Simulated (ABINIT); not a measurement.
# MgS (F-43m): G0W0 in ABINIT against the plane-wave cutoff, part 2 of 2

Wanted: the cheapest plane-wave cutoff that holds the gap of MgS (F-43m).

ABINIT 10.8.3; LDA and many-body steps on it, plane waves. Known limits of the many-body steps: not at the basis limit; coarse k mesh.

So far. Step 5 (Empty states on the mesh, 4×4×4 mesh, 30 bands): On this mesh the gap is 3.166 eV. Step 6 (Screening, 4×4×4 mesh, 26 bands, screening to 106.1 eV): Local fields lower ε∞ by 15 %. On a Γ-centred mesh this coarse the value itself is usually too large, while a short band sum pulls it down.

**8. Screening, 4×4×4 mesh, 26 bands, screening to 106.1 eV**

This step: RPA screening on LDA, plane waves, norm-conserving pseudopotentials.

run.abi reads:

```
acell 3*1.0 Angstrom
rprim 
  -0.000000000000 2.833120046800 2.833120046800
  2.833120046800 -0.000000000000 2.833120046800
  2.833120046800 2.833120046800 -0.000000000000
ntypat 2
znucl 12 16
natom 2
typat 1 2
xred 
  0.000000000000 0.000000000000 0.000000000000
  0.750000000000 0.750000000000 0.750000000000
pp_dirpath "pseudos"
pseudos "Mg.upf, S.upf"
ecut 30
ngkpt 4 4 4
nshiftk 1
shiftk 0 0 0
kptopt 1
chksymbreak 0
istwfk *1
occopt 1
irdwfk 1
optdriver 3
nband 26
ecuteps 3.9
inclvkb 2
awtr 1
symchi 1
indata_prefix "in"
outdata_prefix "out"
tmpdata_prefix "tmp"
```

Started as:

```
$ OMP_NUM_THREADS=1 mpirun -n 4 abinit run.abi > log
```

Numbers of over 12 decimals in the logs are rounded to 6 here.

The log of the run:

```text
.Version 10.8.3 of ABINIT. v10.8.2 released Aug 2026.

 Symmetries : space group F-4 3 m (#216); Bravais cF (face-center cubic)
[... echo of the input left out ...]
== DATASET  1 ==================================================================
-   mpi_nproc: 4, omp_nthreads: 1 (-1 if OMP is not activated)

--- !DatasetInfo
iteration_state: {dtset: 1, }
dimensions: {natom: 2, nkpt: 8, mband: 26, nsppol: 1, nspinor: 1, nspden: 1, mpw: 2450, }
cutoff_energies: {ecut:  30.0, pawecutdg:  -1.0, }
electrons: {nelect:   1.60000000E+01, charge:   0.00000000E+00, occopt:   1.00000000E+00, tsmear:   1.00000000E-02, }

 SCREENING: Calculation of the susceptibility and dielectric matrices

 Based on a program developped by R.W. Godby, V. Olevano, G. Onida, and L. Reining.
 Incorporated in ABINIT by V. Olevano, G.-M. Rignanese, and M. Torrent.
.Using double precision arithmetic ; gwpc =  8

[... cell and pseudopotentials left out ...]
--------------------------------------------------------------------------------

 ==== K-mesh for the wavefunctions ====
 Number of points in the irreducible wedge :     8
[... list of points left out ...]
 Together with 24 symmetry operations and time-reversal symmetry
 yields    64 points in the full Brillouin Zone.

 ==== Q-mesh for the screening function ====
 Number of points in the irreducible wedge :     8
[... list of points left out ...]
 Together with 24 symmetry operations and time-reversal symmetry
 yields    64 points in the full Brillouin Zone.

 setmesh: FFT mesh size selected  =    25x   25x   25
          total number of points  =        15625

 vcoul_init : cutoff-mode = AUXILIARY_FUNCTION
 q-points for optical limit:   1
     1)      0.000010    0.000020    0.000030

- screening: taking advantage of time-reversal symmetry
- Maximum band index for partially occupied states nbvw = 8
- Remaining bands to be divided among processors   nbcw = 18
- Number of bands treated by each node ~4

 Number of electrons calculated from density =   16.0000; Expected =   16.0000
 average of density, n =  0.052131
 r_s =    1.6606
 omega_plasma =   22.0244 [eV]

 calculating chi0 at frequencies [eV] :
  1    0.000000E+00    0.000000E+00
  2    0.000000E+00    2.202444E+01

--------------------------------------------------------------------------------
  q-point number  1        q = ( 0.000000, 0.000000, 0.000000) [r.l.u.]
--------------------------------------------------------------------------------
[... chi0 elements left out ...]
 For q-point:  0.000010 0.000020 0.000030
  dielectric constant =   4.3941
  dielectric constant without local fields =   5.1775

  Average fulfillment of the sum rule on Im[epsilon] for q-point    1 :     27.19  [%]
[... wings left out ...]
  q-point number  2        q = ( 0.250000, 0.000000, 0.000000) [r.l.u.]
--------------------------------------------------------------------------------
[... chi0 elements left out ...]
  Average fulfillment of the sum rule on Im[epsilon] for q-point    2 :     43.26  [%]

 [... 6 further q-points ...]
```

It took 2.8 s on 4 MPI ranks of Arm Neoverse V2, shared host; peak memory 0.11 GiB.

This step gave:

| Property | Result |
| --- | --- |
| ε∞ with local fields, on this mesh, along the program's q direction | 4.394 |
| the same without local fields | 5.178 |
| plasma frequency | 22.02 eV |
| plane waves in the screening matrix | 113 |

**9. 30 Ha**

The self-energy is evaluated for the states that the input lists, and the levels follow from it, in one-shot runs by the linearised quasiparticle equation.

This step: G0W0 on LDA, plane waves, norm-conserving pseudopotentials.

Changes to run.abi since step 8:

```diff
@@ -23,8 +23,15 @@
 irdwfk 1
-optdriver 3
+optdriver 4
 nband 26
+gwcalctyp 0
+ecutsigx 30
+symsigma 1
+nkptgw 1
+kptgw 
+  0.0000000000 0.0000000000 0.0000000000
+bdgw 
+  6 12
 ecuteps 3.9
-inclvkb 2
-awtr 1
-symchi 1
+irdscr 1
+ppmodel 1
 indata_prefix "in"
```

The log of the run:

```text
.Version 10.8.3 of ABINIT. v10.8.2 released Aug 2026.

 Symmetries : space group F-4 3 m (#216); Bravais cF (face-center cubic)
[... echo of the input left out ...]
== DATASET  1 ==================================================================
-   mpi_nproc: 4, omp_nthreads: 1 (-1 if OMP is not activated)

--- !DatasetInfo
iteration_state: {dtset: 1, }
dimensions: {natom: 2, nkpt: 8, mband: 26, nsppol: 1, nspinor: 1, nspden: 1, mpw: 2450, }
cutoff_energies: {ecut:  30.0, pawecutdg:  -1.0, }
electrons: {nelect:   1.60000000E+01, charge:   0.00000000E+00, occopt:   1.00000000E+00, tsmear:   1.00000000E-02, }

 SIGMA: Calculation of the GW corrections

 Based on a program developped by R.W. Godby, V. Olevano, G. Onida, and L. Reining.
 Incorporated in ABINIT by V. Olevano, G.-M. Rignanese, and M. Torrent.
.Using double precision arithmetic ; gwpc =  8

[... cell and pseudopotentials left out ...]
--------------------------------------------------------------------------------

 ==== K-mesh for the wavefunctions ====
 Number of points in the irreducible wedge :     8
[... list of points left out ...]
 Together with 24 symmetry operations and time-reversal symmetry
 yields    64 points in the full Brillouin Zone.

 ==== Q-mesh for screening function ====
 Number of points in the irreducible wedge :     8
[... list of points left out ...]
 Together with 24 symmetry operations and time-reversal symmetry
 yields    64 points in the full Brillouin Zone.

 vcoul_init : cutoff-mode = AUXILIARY_FUNCTION
 q-points for optical limit:   1
     1)      0.000010    0.000020    0.000030
 setmesh: FFT mesh size selected  =    40x   40x   40
          total number of points  =        64000

 Number of electrons calculated from density =   16.0000; Expected =   16.0000
[...]
number of q-points in BZ                           64
 number of frequencies for dSigma/dE                 9
 frequency step for dSigma/dE [eV]                0.25
 number of omega for Sigma on real axis              0
 max omega for Sigma on real axis  [eV]           0.00
 zcut for avoiding poles [eV]                     0.10

 EPSILON^-1 parameters (SCR file):
 dimension of the eps^-1 matrix on file            113
 dimension of the eps^-1 matrix used               113
 number of plane-waves for wavefunctions          2421
 number of bands                                    26
 number of q-points in IBZ                           8
 number of frequencies                               2
 number of real frequencies                          1
 number of imag frequencies                          1

 matrix elements of self-energy operator (all in [eV])

 Perturbative Calculation

--- !SelfEnergy_ee
iteration_state: {dtset: 1, }
kpoint     : [   0.000,    0.000,    0.000, ]
spin       : 1
KS_gap     :    3.156
QP_gap     :    4.884
Delta_QP_KS:    1.728
data: !SigmaeeData |
     Band     E0 <VxcDFT>   SigX SigC(E0)      Z dSigC/dE  Sig(E)    E-E0       E
        6   1.309 -12.869 -16.219   2.530   0.782  -0.278 -13.511  -0.642   0.667
        7   1.309 -12.869 -16.219   2.530   0.782  -0.278 -13.511  -0.642   0.667
        8   1.309 -12.869 -16.219   2.530   0.782  -0.278 -13.511  -0.642   0.667
        9   4.465  -9.364  -5.072  -2.968   0.820  -0.220  -8.279   1.086   5.551
       10   9.067 -10.153  -4.812  -3.250   0.813  -0.230  -8.453   1.700  10.767
       11   9.067 -10.153  -4.812  -3.250   0.813  -0.230  -8.453   1.700  10.767
       12   9.067 -10.153  -4.812  -3.250   0.813  -0.230  -8.453   1.700  10.767

== END DATASET(S) ==============================================================
================================================================================

 -outvars: echo values of variables after computation  --------
           etotal      0.0000000000E+00
            nband          26
             nkpt           8
          spgroup         216
 [... the other variables as echoed above ...]

 Calculation completed.
```

Run time: 1.9 s. Hardware: 4 MPI ranks; peak memory 0.13 GiB.

This step gave:

```
G0W0 gap on the points computed              : 4.884 eV
starting gap on the mesh                     : 3.156 eV
k of the valence top                         : 0, 0, 0
k of the conduction bottom                   : 0, 0, 0
Z at the valence top                         : 0.782
Z at the conduction bottom                   : 0.82
least direct G0W0 gap on the computed points : 4.884 eV
```

The gap on the mesh goes from 3.16 eV to 4.88 eV, a correction of +1.73 eV.

**10. Screening, 4×4×4 mesh, 26 bands, screening to 106.1 eV**

This step: RPA screening on LDA, plane waves, norm-conserving pseudopotentials.

Changes to run.abi since step 9:

```diff
@@ -14,3 +14,3 @@
 pseudos "Mg.upf, S.upf"
-ecut 30
+ecut 38
 ngkpt 4 4 4
@@ -23,15 +23,8 @@
 irdwfk 1
-optdriver 4
+optdriver 3
 nband 26
-gwcalctyp 0
-ecutsigx 30
-symsigma 1
-nkptgw 1
-kptgw 
-  0.0000000000 0.0000000000 0.0000000000
-bdgw 
-  6 12
 ecuteps 3.9
-irdscr 1
-ppmodel 1
+inclvkb 2
+awtr 1
+symchi 1
 indata_prefix "in"
```

The log of the run:

```text
.Version 10.8.3 of ABINIT. v10.8.2 released Aug 2026.

 Symmetries : space group F-4 3 m (#216); Bravais cF (face-center cubic)
[... echo of the input left out ...]
== DATASET  1 ==================================================================
-   mpi_nproc: 4, omp_nthreads: 1 (-1 if OMP is not activated)

--- !DatasetInfo
iteration_state: {dtset: 1, }
dimensions: {natom: 2, nkpt: 8, mband: 26, nsppol: 1, nspinor: 1, nspden: 1, mpw: 3479, }
cutoff_energies: {ecut:  38.0, pawecutdg:  -1.0, }
[...]
--------------------------------------------------------------------------------
[... chi0 elements left out ...]
 For q-point:  0.000010 0.000020 0.000030
  dielectric constant =   4.3850
  dielectric constant without local fields =   5.1683

  Average fulfillment of the sum rule on Im[epsilon] for q-point    1 :     27.18  [%]
[... wings left out ...]
  q-point number  2        q = ( 0.250000, 0.000000, 0.000000) [r.l.u.]
--------------------------------------------------------------------------------
[... chi0 elements left out ...]
  Average fulfillment of the sum rule on Im[epsilon] for q-point    2 :     43.24  [%]

 [... 6 further q-points ...]
```

It took 3.6 s on 4 MPI ranks; peak memory 0.46 GiB; 14 s of CPU time.

Numbers from this step:

```
ε∞ with local fields, on this mesh, along the program's q direction : 4.385
the same without local fields                                       : 5.168
plasma frequency                                                    : 22.02 eV
plane waves in the screening matrix                                 : 113
```

**11. 38 Ha**

This step: G0W0 on LDA, plane waves, norm-conserving pseudopotentials.

Changes to run.abi since step 10:

```diff
@@ -23,8 +23,15 @@
 irdwfk 1
-optdriver 3
+optdriver 4
 nband 26
+gwcalctyp 0
+ecutsigx 38
+symsigma 1
+nkptgw 1
+kptgw 
+  0.0000000000 0.0000000000 0.0000000000
+bdgw 
+  6 12
 ecuteps 3.9
-inclvkb 2
-awtr 1
-symchi 1
+irdscr 1
+ppmodel 1
 indata_prefix "in"
```

The log of the run:

```text
.Version 10.8.3 of ABINIT. v10.8.2 released Aug 2026.

 Symmetries : space group F-4 3 m (#216); Bravais cF (face-center cubic)
[... echo of the input left out ...]
== DATASET  1 ==================================================================
-   mpi_nproc: 4, omp_nthreads: 1 (-1 if OMP is not activated)

--- !DatasetInfo
iteration_state: {dtset: 1, }
dimensions: {natom: 2, nkpt: 8, mband: 26, nsppol: 1, nspinor: 1, nspden: 1, mpw: 3479, }
cutoff_energies: {ecut:  38.0, pawecutdg:  -1.0, }
[...]
10   9.041 -10.175  -4.841  -3.249   0.815  -0.227  -8.477   1.698  10.739
       11   9.041 -10.175  -4.841  -3.249   0.815  -0.227  -8.477   1.698  10.739
       12   9.041 -10.175  -4.841  -3.249   0.815  -0.227  -8.477   1.698  10.739

== END DATASET(S) ==============================================================
================================================================================

 -outvars: echo values of variables after computation  --------
           etotal      0.0000000000E+00
            nband          26
             nkpt           8
          spgroup         216
 [... the other variables as echoed above ...]

 Calculation completed.
```

Elapsed: 2.1 s, on 4 MPI ranks; peak memory 0.16 GiB.

Numbers from this step:

- G0W0 gap on the points computed: 4.892 eV
- starting gap on the mesh: 3.165 eV
- k of the valence top: 0, 0, 0
- k of the conduction bottom: 0, 0, 0
- least direct G0W0 gap on the computed points: 4.892 eV

Against the run before, the gap moves by +0.008 eV.

**12. Screening, 4×4×4 mesh, 26 bands, screening to 106.1 eV**

This step: RPA screening on LDA, plane waves, norm-conserving pseudopotentials.

Changes to run.abi since step 11:

```diff
@@ -14,3 +14,3 @@
 pseudos "Mg.upf, S.upf"
-ecut 38
+ecut 48
 ngkpt 4 4 4
@@ -23,15 +23,8 @@
 irdwfk 1
-optdriver 4
+optdriver 3
 nband 26
-gwcalctyp 0
-ecutsigx 38
-symsigma 1
-nkptgw 1
-kptgw 
-  0.0000000000 0.0000000000 0.0000000000
-bdgw 
-  6 12
 ecuteps 3.9
-irdscr 1
-ppmodel 1
+inclvkb 2
+awtr 1
+symchi 1
 indata_prefix "in"
```

The log of the run:

```text
.Version 10.8.3 of ABINIT. v10.8.2 released Aug 2026.

 Symmetries : space group F-4 3 m (#216); Bravais cF (face-center cubic)
[... echo of the input left out ...]
== DATASET  1 ==================================================================
-   mpi_nproc: 4, omp_nthreads: 1 (-1 if OMP is not activated)

--- !DatasetInfo
iteration_state: {dtset: 1, }
dimensions: {natom: 2, nkpt: 8, mband: 26, nsppol: 1, nspinor: 1, nspden: 1, mpw: 4910, }
cutoff_energies: {ecut:  48.0, pawecutdg:  -1.0, }
[...]
--------------------------------------------------------------------------------
[... chi0 elements left out ...]
 For q-point:  0.000010 0.000020 0.000030
  dielectric constant =   4.3847
  dielectric constant without local fields =   5.1680

  Average fulfillment of the sum rule on Im[epsilon] for q-point    1 :     27.18  [%]
[... wings left out ...]
  q-point number  2        q = ( 0.250000, 0.000000, 0.000000) [r.l.u.]
--------------------------------------------------------------------------------
[... chi0 elements left out ...]
  Average fulfillment of the sum rule on Im[epsilon] for q-point    2 :     43.24  [%]

 [... 6 further q-points ...]
```

Elapsed: 4.2 s, on 4 MPI ranks; peak memory 0.56 GiB; 17 s of CPU time.

Numbers from this step:

| Item | Value |
| --- | --- |
| ε∞ with local fields, on this mesh, along the program's q direction | 4.385 |
| the same without local fields | 5.168 |
| plasma frequency | 22.02 eV |
| plane waves in the screening matrix | 113 |

**13. 48 Ha**

This step: G0W0 on LDA, plane waves, norm-conserving pseudopotentials.

Changes to run.abi since step 12:

```diff
@@ -23,8 +23,15 @@
 irdwfk 1
-optdriver 3
+optdriver 4
 nband 26
+gwcalctyp 0
+ecutsigx 48
+symsigma 1
+nkptgw 1
+kptgw 
+  0.0000000000 0.0000000000 0.0000000000
+bdgw 
+  6 12
 ecuteps 3.9
-inclvkb 2
-awtr 1
-symchi 1
+irdscr 1
+ppmodel 1
 indata_prefix "in"
```

The log of the run:

```text
.Version 10.8.3 of ABINIT. v10.8.2 released Aug 2026.

 Symmetries : space group F-4 3 m (#216); Bravais cF (face-center cubic)
[... echo of the input left out ...]
== DATASET  1 ==================================================================
-   mpi_nproc: 4, omp_nthreads: 1 (-1 if OMP is not activated)

--- !DatasetInfo
iteration_state: {dtset: 1, }
dimensions: {natom: 2, nkpt: 8, mband: 26, nsppol: 1, nspinor: 1, nspden: 1, mpw: 4910, }
cutoff_energies: {ecut:  48.0, pawecutdg:  -1.0, }
[...]
10   9.040 -10.176  -4.847  -3.250   0.815  -0.227  -8.482   1.693  10.734
       11   9.040 -10.176  -4.847  -3.250   0.815  -0.227  -8.482   1.693  10.734
       12   9.040 -10.176  -4.847  -3.250   0.815  -0.227  -8.482   1.693  10.734

== END DATASET(S) ==============================================================
================================================================================

 -outvars: echo values of variables after computation  --------
           etotal      0.0000000000E+00
            nband          26
             nkpt           8
          spgroup         216
 [... the other variables as echoed above ...]

 Calculation completed.
```

It took 2.3 s on 4 MPI ranks; peak memory 0.19 GiB; 8.8 s of CPU time.

This step gave:

- G0W0 gap on the points computed: 4.892 eV
- starting gap on the mesh: 3.166 eV
- k of the valence top: 0, 0, 0
- k of the conduction bottom: 0, 0, 0
- least direct G0W0 gap on the computed points: 4.892 eV

Against the run before, the gap moves by +0.000 eV.

**14. The runs together**

Times are wall times on 4 MPI ranks of Arm Neoverse V2, shared host, good to a factor of about two. A run's time includes the screening step that it read.

| run | mesh | bands | screening cutoff (eV) | DFT gap (eV) | gap on the mesh (eV) | direct (eV) | ε∞ used | time |
| --- | --- | --- | --- | --- | --- | --- | --- | --- |
| 23 Ha | 4×4×4 | 26 | 106.1 | 3.097 | 4.829 | 4.829 | 4.46 | 4.9 s |
| 30 Ha | 4×4×4 | 26 | 106.1 | 3.156 | 4.884 | 4.884 | 4.39 | 4.7 s |
| 38 Ha | 4×4×4 | 26 | 106.1 | 3.165 | 4.892 | 4.892 | 4.38 | 5.7 s |
| 48 Ha | 4×4×4 | 26 | 106.1 | 3.166 | 4.892 | 4.892 | 4.38 | 6.5 s |

**15. Outcome**

```yaml
23_ha: 4.829 eV
30_ha: 4.884 eV
38_ha: 4.892 eV
48_ha: 4.892 eV
known_limits: not at the basis limit; coarse k mesh
```

What this shows: The setting moved: plane-wave cutoff. From 23 Ha to 48 Ha the gap moves by +0.06 eV. It holds to 0.03 eV from 30 Ha on. Bands and screening cutoff are coupled, so a series along one setting does not show full convergence. Bands and cutoff are finite, so the gap is not at the basis limit. The miss can reach some tenths of an eV and take either sign; the mesh is an error of its own. In the G0W0 runs levels were corrected at 1 k point alone, so a gap called «on the mesh» is the least over those, and an edge elsewhere would be missed. The 4×4×4 mesh is coarse for this cell, which bears on the long-range parts of exchange and screening.

[Paths, hosts, dates, memory and timing lines, banners, echoed tables and standing remarks are left out of the program output.]

[Logs are printed without paths, hosts, clocks, repeated set-up lines and the standing remarks that a program may print on its own settings, such as how far it seeks lower states.]

[Runs of the session that timed out or met a known fault of the program may be left out.]

[Hosts, paths, dates, database ids (printed as entryN), source tags and the programs' standing remarks are cut or masked in the printed files.]

[G0W0 gaps are taken among the corrected bands and points alone; a level outside them can change the order at an edge.]

[Where Ansatz stands beside ABINIT at settings called matched, ABINIT's density can come from a denser mesh and the files from another edition; pairs whose starting gaps differed by over 0.03 eV were left out, so agreement reads better than it is.]
